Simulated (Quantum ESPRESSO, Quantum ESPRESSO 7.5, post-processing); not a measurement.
**arsenene, 1 layer: a series in the share of short-range exact exchange**

Wanted: a table for arsenene, 1 layer against the share of short-range exact exchange, and what can be fitted to it.

Calculated with Quantum ESPRESSO 7.5; plane-wave DFT, PBE, SG15 norm-conserving pseudopotentials (geometry by pw.x at PBE, GBRV ultrasoft).

This is a report of a sequence of runs, with most program output left out.

**1. The starting structure**

The cell holds 2 atoms: 2 As. Its edges and angles: a = 3.610 Å, b = 3.610 Å, c = 16.400 Å, α = 90.0°, β = 90.0°, γ = 120.0°. It derives from As. Vacuum lies along c.

Set-up: Cell and atoms are relaxed under PBE (GBRV files) and held. Screened hybrids with norm-conserving files, screening 0.106 per bohr, fixed occupations, a 9×9×1 mesh with exchange on 3×3×1 q points. Levels count from the potential in the middle of the vacuum.

Members 0.15, 0.2 and 0.25 took the same steps and show in the table alone.

**2. Variable-cell relaxation of the reference**

What the set-up leaves free in this member is relaxed.

Input file ref.relax.in:

```
&control
  prefix = 'ref.relax'
  outdir = './out'
  pseudo_dir = './pseudo'
  nstep = 80
  forc_conv_thr = 0.0004
  calculation = 'vc-relax'
  etot_conv_thr = 1e-06
/
&system
  ibrav = 0
  nat = 2
  ntyp = 1
  ecutwfc = 50
  ecutrho = 250
  occupations = 'smearing'
  smearing = 'fd'
  degauss = 0.004
/
&electrons
  conv_thr = 1e-09
  mixing_beta = 0.4
  electron_maxstep = 120
  mixing_mode = 'plain'
/
&ions
/
&cell
  cell_dofree = '2Dxy'
  press_conv_thr = 0.3
/
ATOMIC_SPECIES
  As  74.9216  as_pbe_v1.uspp.F.UPF
CELL_PARAMETERS angstrom
  3.61000000000000 0.00000000000000 0.00000000000000
  -1.80500000000000 3.12635170766182 0.00000000000000
  0.00000000000000 0.00000000000000 16.40000000000000
ATOMIC_POSITIONS crystal
  As  0.666666666700 0.333333333300 0.457317073171
  As  0.333333333300 0.666666666700 0.542682926829
K_POINTS automatic
  12 12 1 0 0 0
```

Run with:

```sh
$ OMP_NUM_THREADS=1 mpirun -n 4 pw.x -nk 4 -in ref.relax.in > ref.relax.out
```

Elapsed: 25 s, on 4 MPI ranks of Arm Neoverse V2, shared host; peak memory 0.56 GiB; 99 s of CPU time.

Little changed from the start: no atom moved by 0.005 Å and no cell edge by 0.1 %.

 The last row is no step: it is a fresh SCF in the final cell with a new plane-wave basis, -0 meV from the row before.

Read from the output:

| Property | Result |
| --- | --- |
| free energy | -1095.8502 eV |
| Fermi energy | -1.792 eV |

**3. Self-consistent run, 0**

The self-consistent run of this member.

Level of this step: plane-wave DFT, PBE, SG15 norm-conserving pseudopotentials (Quantum ESPRESSO 7.5).

Input file m0.scf.in:

```
&control
  prefix = 'm0.scf'
  outdir = './out'
  pseudo_dir = './pseudo'
  calculation = 'scf'
  tprnfor = .true.
/
&system
  ibrav = 0
  nat = 2
  ntyp = 1
  ecutwfc = 60
  ecutrho = 240
  occupations = 'fixed'
  nbnd = 8
/
&electrons
  conv_thr = 1e-08
  mixing_beta = 0.6
  electron_maxstep = 120
/
ATOMIC_SPECIES
  As  74.9216  As_ONCV_PBE-1.2.upf
CELL_PARAMETERS angstrom
  3.61015968000000 0.00000000000000 0.00000000000000
  -1.80507984000000 3.12648999400000 0.00000000000000
  0.00000000000000 0.00000000000000 16.40000000000000
ATOMIC_POSITIONS crystal
  As  0.666666666700 0.333333333300 0.457398457800
  As  0.333333333300 0.666666666700 0.542601542200
K_POINTS automatic
  9 9 1 0 0 0
```

Run with:

```sh
$ OMP_NUM_THREADS=1 mpirun -n 4 pw.x -nk 4 -in m0.scf.in > m0.scf.out
```

The job ended after 3.8 s (4 MPI ranks; peak memory 0.36 GiB; 15 s of CPU time).

Read from the output:

- free energy: -345.0510 eV
- valence top, on the run's zero: -2.547 eV
- conduction bottom, on the run's zero: -0.9439 eV
- gap by band count: 1.603 eV

**4. Potential by pp.x, 0**

plot_num = 11 writes the bare and Hartree potential, from which vacuum levels or, in a crystal, the mean potential are read.

Input file m0.pot.in:

```
&inputpp
  prefix = 'm0.scf'
  outdir = './out'
  filplot = 'm0.pot.dat'
  plot_num = 11
/
```

Run with:

```sh
$ OMP_NUM_THREADS=1 mpirun -n 4 pp.x -in m0.pot.in > m0.pot.out
```

It took 0.69 s on 4 MPI ranks; peak memory 0.09 GiB; 2.4 s of CPU time.

Numbers from this step:

- potential in the middle of the vacuum, over the valence top: 5.320 eV

Electrostatic potential energy of an electron; zero at the highest filled level of the SCF mesh. Table of potential energy, planar mean by z:

```tsv
z (Å)	potential energy, planar mean (eV)
0	5.32
1	5.32
2	5.32
3	5.32
4	5.32
5	5.27
6	4.65
7	-4.55
8	-7.52
9	-12.5
10	3.32
11	5.19
12	5.31
13	5.32
14	5.32
15	5.32
16	5.32
```

**5. Self-consistent run, 0.1**

Level of this step: plane-wave DFT, screened hybrid with 0.1 exact exchange, SG15 norm-conserving pseudopotentials (Quantum ESPRESSO 7.5). input_dft overrides the functional of the files.

m1.scf.in is the input of step 3 with these lines changed:

```diff
@@ -1,3 +1,3 @@
 &control
-  prefix = 'm0.scf'
+  prefix = 'm1.scf'
   outdir = './out'
@@ -15,2 +15,8 @@
   nbnd = 8
+  input_dft = 'hse'
+  exx_fraction = 0.1
+  nqx1 = 3
+  nqx2 = 3
+  nqx3 = 1
+  ecutfock = 60
 /
```

Run with:

```sh
$ OMP_NUM_THREADS=1 mpirun -n 4 pw.x -nk 4 -in m1.scf.in > m1.scf.out
```

Wall time 12 s (4 MPI ranks); peak memory 1.7 GiB.

This step gave:

* free energy: -344.9877 eV
* valence top, on the run's zero: -2.723 eV
* conduction bottom, on the run's zero: -0.8486 eV
* gap by band count: 1.875 eV

**6. SCF with pw.x, 0.3**

Level of this step: plane-wave DFT, screened hybrid with 0.3 exact exchange, SG15 norm-conserving pseudopotentials (Quantum ESPRESSO 7.5). input_dft overrides the functional of the files.

m5.scf.in is the input of step 5 with these lines changed:

```diff
@@ -1,3 +1,3 @@
 &control
-  prefix = 'm1.scf'
+  prefix = 'm5.scf'
   outdir = './out'
@@ -16,3 +16,3 @@
   input_dft = 'hse'
-  exx_fraction = 0.1
+  exx_fraction = 0.3
   nqx1 = 3
```

Run with:

```sh
$ OMP_NUM_THREADS=1 mpirun -n 4 pw.x -nk 4 -in m5.scf.in > m5.scf.out
```

Elapsed: 18 s, on 4 MPI ranks; peak memory 1.7 GiB.

This step gave:

| Item | Value |
| --- | --- |
| free energy | -344.8829 eV |
| valence top, on the run's zero | -3.087 eV |
| conduction bottom, on the run's zero | -0.6471 eV |
| gap by band count | 2.440 eV |

**7. SCF with pw.x, 0.4**

Level of this step: plane-wave DFT, screened hybrid with 0.4 exact exchange, SG15 norm-conserving pseudopotentials (Quantum ESPRESSO 7.5). input_dft overrides the functional of the files.

m6.scf.in is the input of step 6 with these lines changed:

```diff
@@ -1,3 +1,3 @@
 &control
-  prefix = 'm5.scf'
+  prefix = 'm6.scf'
   outdir = './out'
@@ -16,3 +16,3 @@
   input_dft = 'hse'
-  exx_fraction = 0.3
+  exx_fraction = 0.4
   nqx1 = 3
```

Run with:

```sh
$ OMP_NUM_THREADS=1 mpirun -n 4 pw.x -nk 4 -in m6.scf.in > m6.scf.out
```

It took 18 s on 4 MPI ranks; peak memory 1.7 GiB; 70 s of CPU time.

Read from the output:

* free energy: -344.8409 eV
* valence top, on the run's zero: -3.275 eV
* conduction bottom, on the run's zero: -0.5416 eV
* gap by band count: 2.733 eV

**8. The series side by side**

The series in one table:

```tsv
the share of short-range exact exchange (0.25 is HSE06, 0 is PBE)	gap on the mesh (eV)	vacuum level over the valence top (eV)
0	1.603	5.32
0.1	1.875	5.499
0.15	2.013	5.59
0.2	2.153	5.682
0.25	2.296	5.775
0.3	2.44	5.869
0.4	2.733	6.06
```

**9. A check by hand**

A line through all members has gap = 1.594 + 2.825 α eV and misses single members by up to 0.009 eV; a gap of 2.10 eV, 0.5 above the first member's, would need α = (2.10 − 1.594)/2.825 = 0.18.

**10. Summary of results**

```
gap at a share of 0.25 (HSE06)                     : 2.30 eV
gap on the mesh, at 0 and at 0.4                   : 1.60, 2.73 eV
vacuum level over the valence top, at 0 and at 0.4 : 5.32, 6.06 eV
```

**Reading.** The series holds 7 members; gap at a share of 0.25 (HSE06): 2.30 eV. From 0 to 0.4 the gap on the mesh rises from 1.60 to 2.73 eV. From 0 to 0.4 the vacuum level over the valence top rises from 5.32 to 6.06 eV. The valence top sinks by 1.85 eV and the gap opens by 2.82 eV per unit share, so the valence top carries 66 % of the opening. Gaps are those of the mesh; no spin-orbit coupling; the q mesh was not tested; the geometry stays that of PBE.

[Logs are printed without paths, hosts, clocks, repeated set-up lines and the standing remarks that a program may print on its own settings, such as how far it seeks lower states.]

[Hosts, paths, dates, database ids (printed as entryN), source tags and the programs' standing remarks are cut or masked in the printed files.]

[Maps of the electrostatic potential energy from Ansatz leave out the sawtooth potential of an applied field or a dipole correction, so their vacuum need not be flat; planar profiles and work functions include it.]
